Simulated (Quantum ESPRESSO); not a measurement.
# Cobalt: parallel and opposed starts, part 2 of 2

Does Cobalt prefer parallel or opposed moments, or none?

Quantum ESPRESSO 7.5; PBEsol; plane waves with GBRV 1.5 PBEsol potentials, no spin-orbit coupling.

So far, absolute magnetization (μB): step 2 (run 1 (ferro ++)) 3.72; step 3 (antiferromagnetic, Kohn–Sham states 24, start moments [2.0 …) 2.35.

## 6. Ranking

An order is kept where moments of 0.15 μB or more survive with the typed signs; meshes match where a doubled cell samples the same k points as the first cell.

Orders:

| start | final state | typed order kept | energy over the lowest (meV a seeded atom) | largest site moment (μB) | net moment (μB a cell of the first run) | mesh matched | CPU time (s) |
| --- | --- | --- | --- | --- | --- | --- | --- |
| ferro ++ | ferromagnetic | yes | 0 | 1.771 | 3.392 | yes | 26.73 |
| antiferro +- | antiferromagnetic | yes | 238.9 | 1.147 | 0.001079 | yes | 34.44 |
| antiferro q=(0,1/2,0) +-+- | antiferromagnetic | yes | 208.3 | 1.296 | 0 | yes | 176.1 |
| no spin polarisation | non-magnetic | - | 261.4 | 0 | 0 | yes | 13.29 |

## 7. The lowest state again, with its states saved

Input file pw.in:

```
&CONTROL
  calculation = 'scf'
  prefix = 'pwscf'
  outdir = './tmp'
  pseudo_dir = './pseudo'
  disk_io = 'low'
/
&SYSTEM
  ibrav = 0
  celldm(1) = 8
  nat = 2
  ntyp = 1
  ecutwfc = 40
  ecutrho = 280
  nbnd = 30
  occupations = 'smearing'
  smearing = 'fd'
  degauss = 0.00734986
  nspin = 2
  starting_magnetization(1) = 0.1176
/
&ELECTRONS
  conv_thr = 4d-09
  electron_maxstep = 150
  mixing_beta = 0.3
/
ATOMIC_SPECIES
Co     58.9332 co_pbesol_v1.2.uspp.F.UPF
CELL_PARAMETERS alat
   0.5922874106108    0.0000000000000    0.0000000000000
  -0.2961437053054    0.5129359439191    0.0000000000000
   0.0000000000000    0.0000000000000    0.9613745443268
ATOMIC_POSITIONS crystal
Co      0.3333333333    0.6666666667    0.2500000000
Co      0.6666666667    0.3333333333    0.7500000000
K_POINTS automatic
12 12 6 0 0 0
```

The run is started by

```bash
$ OMP_NUM_THREADS=1 mpirun -n 4 pw.x -nk 4 -in pw.in > pw.out
```

Output:

```text
     [... lines left out ...]
Program PWSCF v.7.5 starts
     [... lines left out ...]
     number of atoms/cell      =            2
     [... lines left out ...]
     number of electrons       =        34.00
     number of Kohn-Sham states=           30
     kinetic-energy cutoff     =      40.0000  Ry
     charge density cutoff     =     280.0000  Ry
     scf convergence threshold =      4.0E-09
     [... lines left out ...]
     24 Sym. Ops., with inversion, found (12 have fractional translation)
     [... lines left out ...]
     number of k points=    76  Fermi-Dirac smearing, width (Ry)=  0.0073
     [... lines left out ...]
     iteration # 11     ecut=    40.00 Ry     beta= 0.30
     [... lines left out ...]
     Magnetic moment per site  (integrated on atomic sphere of radius R)
     atom   1 (R=0.243)  charge= 15.6049  magn=  1.7707
     atom   2 (R=0.243)  charge= 15.6049  magn=  1.7707
     [... lines left out ...]
     the Fermi energy is    17.8530 ev
!    total energy              =    -596.54385844 Ry
     estimated scf accuracy    <          2.2E-09 Ry
     smearing contrib. (-TS)   =      -0.00447951 Ry
     [... lines left out ...]
     total magnetization       =     3.39 Bohr mag/cell
     absolute magnetization    =     3.72 Bohr mag/cell
     convergence has been achieved in  11 iterations
```

The job ended after 7.5 s (4 MPI ranks of Arm Neoverse V2, shared host; peak memory 0.27 GiB).

Numbers from this step:

| Property | Result |
| --- | --- |
| smearing term TS | 0.06095 eV |
| magnetization | 3.392 μB |
| absolute magnetization | 3.719 μB |
| final state | ferromagnetic |
| largest moment | 1.771 μB |

## 8. Another way to count moments

projwfc.x projects the saved states on orthogonalised atomic orbitals of the pseudopotential files.

Output:

```text
[banner, memory and clock lines left out]
Program PROJWFC v.7.5 starts

     [... lines left out ...]
     IMPORTANT: XC functional enforced from input :
     Exchange-correlation= PBESOL
                           (   1   4  10   8   0   0   0)
     Any further DFT definition will be discarded
     Please, verify this is what you really want

     G-vector sticks info

     Check: negative core charge=   -0.000055

     Gaussian broadening (read from input): ngauss,degauss=   0    0.010000

     Calling projwave ....

  Problem Sizes
  natomwfc =           26
  nbnd     =           30
  nkstot   =          152
  npwx     =          660
  nkb      =           36

     Atomic states used for projection
     (read from pseudopotential files):

     state #   1: atom   1 (Co ), wfc  1 (l=0 m= 1)
     state #   2: atom   1 (Co ), wfc  2 (l=1 m= 1)
     state #   3: atom   1 (Co ), wfc  2 (l=1 m= 2)
     state #   4: atom   1 (Co ), wfc  2 (l=1 m= 3)
     state #   5: atom   1 (Co ), wfc  3 (l=2 m= 1)
     state #   6: atom   1 (Co ), wfc  3 (l=2 m= 2)
     state #   7: atom   1 (Co ), wfc  3 (l=2 m= 3)
     state #   8: atom   1 (Co ), wfc  3 (l=2 m= 4)
     state #   9: atom   1 (Co ), wfc  3 (l=2 m= 5)
     state #  10: atom   1 (Co ), wfc  4 (l=0 m= 1)
     state #  11: atom   1 (Co ), wfc  5 (l=1 m= 1)
     state #  12: atom   1 (Co ), wfc  5 (l=1 m= 2)
     state #  13: atom   1 (Co ), wfc  5 (l=1 m= 3)
     state #  14: atom   2 (Co ), wfc  1 (l=0 m= 1)
     state #  15: atom   2 (Co ), wfc  2 (l=1 m= 1)
     state #  16: atom   2 (Co ), wfc  2 (l=1 m= 2)
     state #  17: atom   2 (Co ), wfc  2 (l=1 m= 3)
     state #  18: atom   2 (Co ), wfc  3 (l=2 m= 1)
     state #  19: atom   2 (Co ), wfc  3 (l=2 m= 2)
     state #  20: atom   2 (Co ), wfc  3 (l=2 m= 3)
     state #  21: atom   2 (Co ), wfc  3 (l=2 m= 4)
     state #  22: atom   2 (Co ), wfc  3 (l=2 m= 5)
     state #  23: atom   2 (Co ), wfc  4 (l=0 m= 1)
     state #  24: atom   2 (Co ), wfc  5 (l=1 m= 1)
     state #  25: atom   2 (Co ), wfc  5 (l=1 m= 2)
     state #  26: atom   2 (Co ), wfc  5 (l=1 m= 3)

 [... projections of the bands left out ...]

Lowdin Charges:

     Atom #   1: total charge =  16.9799, s =  2.3572, p =  7.1109, d =  7.5118,
                 spin up      =   9.3426, s =  1.1695,
                 spin up      =   9.3426, p =  3.5043, pz=  1.1681, px=  1.1681, py=  1.1681,
                 spin up      =   9.3426, d =  4.6688, dz2=  0.9259, dxz=  0.9390, dyz=  0.9390, dx2-y2=  0.9324, dxy=  0.9324,
                 spin down    =   7.6373, s =  1.1877,
                 spin down    =   7.6373, p =  3.6066, pz=  1.2043, px=  1.2011, py=  1.2011,
                 spin down    =   7.6373, d =  2.8429, dz2=  0.5751, dxz=  0.5630, dyz=  0.5630, dx2-y2=  0.5709, dxy=  0.5709,
                 polarization =   1.7053, s = -0.0183, p = -0.1023, d =  1.8259,
     Atom #   2: total charge =  16.9799, s =  2.3572, p =  7.1109, d =  7.5118,
                 spin up      =   9.3426, s =  1.1695,
                 spin up      =   9.3426, p =  3.5043, pz=  1.1681, px=  1.1681, py=  1.1681,
                 spin up      =   9.3426, d =  4.6688, dz2=  0.9259, dxz=  0.9390, dyz=  0.9390, dx2-y2=  0.9324, dxy=  0.9324,
                 spin down    =   7.6373, s =  1.1877,
                 spin down    =   7.6373, p =  3.6066, pz=  1.2043, px=  1.2011, py=  1.2011,
                 spin down    =   7.6373, d =  2.8429, dz2=  0.5751, dxz=  0.5630, dyz=  0.5630, dx2-y2=  0.5709, dxy=  0.5709,
                 polarization =   1.7053, s = -0.0183, p = -0.1023, d =  1.8259,
     Spilling Parameter:   0.0012
```

Elapsed: 1.2 s, on 4 MPI ranks; peak memory 0.05 GiB.

```
atom  moment in the sphere (μB)  Löwdin moment (μB)  Löwdin charge (e)
 Co1                      1.771               1.705             16.980
 Co2                      1.771               1.705             16.980
```

## 9. Outcome

```
lowest state found      : ferromagnetic (from ferro ++)
largest site moment     : 1.77 μB
next state with moments : antiferromagnetic, 208 meV a seeded atom higher
state without moments   : 261 meV a seeded atom higher
```

What this shows: The largest moment reads 1.77 μB in the sphere and 1.71 μB by Löwdin projection; a site moment hangs on how space is shared out. This is the lowest of 4 collinear or spinless starts, no proof of the ground state. Energies are free energies at an electronic temperature of 1160 K, which lowers moments and differences where the moments are itinerant.

[Logs and program files are shortened in this print: banners, set-up blocks, solver, clock and traceback lines can be left out without a mark of their own.]

[Logs are printed without paths, hosts, clocks, repeated set-up lines and the standing remarks that a program may print on its own settings, such as how far it seeks lower states.]

[Hosts, paths, dates, database ids (printed as entryN), source tags and the programs' standing remarks are cut or masked in the printed files.]

[Where a cell is said to come from a database of computed structures, the database is the Materials Project.]
